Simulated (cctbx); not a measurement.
**Lattice, Laue class and space group of a new crystal**

Cell: a = 11.1810 Å, b = 11.1810 Å, c = 13.1720 Å, α = 90.00°, β = 90.00°, γ = 120.00°. Expected content of the cell: Pt6 Sr18 S36 Mg6.

Simulated single-crystal data (cctbx): Cu Kα, λ = 1.54184 Å, to d = 0.83 Å, 70 % of the full sphere, strongest reflection 5000 counts, noise from counting, a 3 % proportional error and a noise floor of 15 counts (s.d.); no absorption.

Tests on the unmerged data give:

```text
7307 reflections to d = 0.831 A
centring   violations  <I/sigma> of those
    A        767 of  3624      3.2
    B        750 of  3561      3.2
    C        785 of  3645      3.3
    I        779 of  3655      3.2
    R          0 of  4871     -0.0
    F       1151 of  5415      3.2
Laue class    unique    Rint  (classes that these axes allow; Friedel mates merged)
R -3 :H           586   0.049
R -3 m :H         344   0.052
space group    extra absences  I>4sigma  <I/sigma>
R 3 2 :H                0          0         -  acentric
R 3 m :H                0          0         -  acentric
R 3 c :H              192          0       0.0  acentric
R -3 m :H               0          0         -  centric
R -3 c :H             192          0       0.0  centric
Wilson B = 0.99 A^2   <|E^2-1|> = 0.817 (0.968 centric, 0.736 acentric)   E^2>4: 1.9 %
shell (A)         n   <I/sigma>
 7.80 - 1.66     51     29.0
 1.66 - 1.32     42     27.1
 1.32 - 1.15     43     29.5
 1.15 - 1.05     43     23.5
 1.05 - 0.97     38     18.7
 0.97 - 0.91     41     20.1
 0.91 - 0.87     38     17.3
 0.87 - 0.83     48     16.8
```

Q: Read the symmetry from these tables.

The reflections that R centring forbids are absent (⟨I/σ⟩ near 0), so the lattice is R.

Rint stays low (0.049 to 0.052) up to R -3 m :H, the highest class in these axes.

5 settings pass the absence test. The most absences obeyed, 192, belong to R 3 c and R -3 c, which absences can't tell apart.

⟨|E²−1|⟩ = 0.817 lies between the two ideal values. The Wilson B of 0.99 Å² means U ≈ 0.0125 Å².

The true group is R-3c (no. 167), Laue class -3m, centrosymmetric. The tables only narrow the choice to the tied entries; cell content, site symmetry and trial solutions must settle it.

The model was made for the exercise: a known structure type with other elements put in, its volume estimated, not relaxed; displacement parameters are assumed.

[Logs are printed without paths, hosts, clocks, repeated set-up lines and the standing remarks that a program may print on its own settings, such as how far it seeks lower states.]
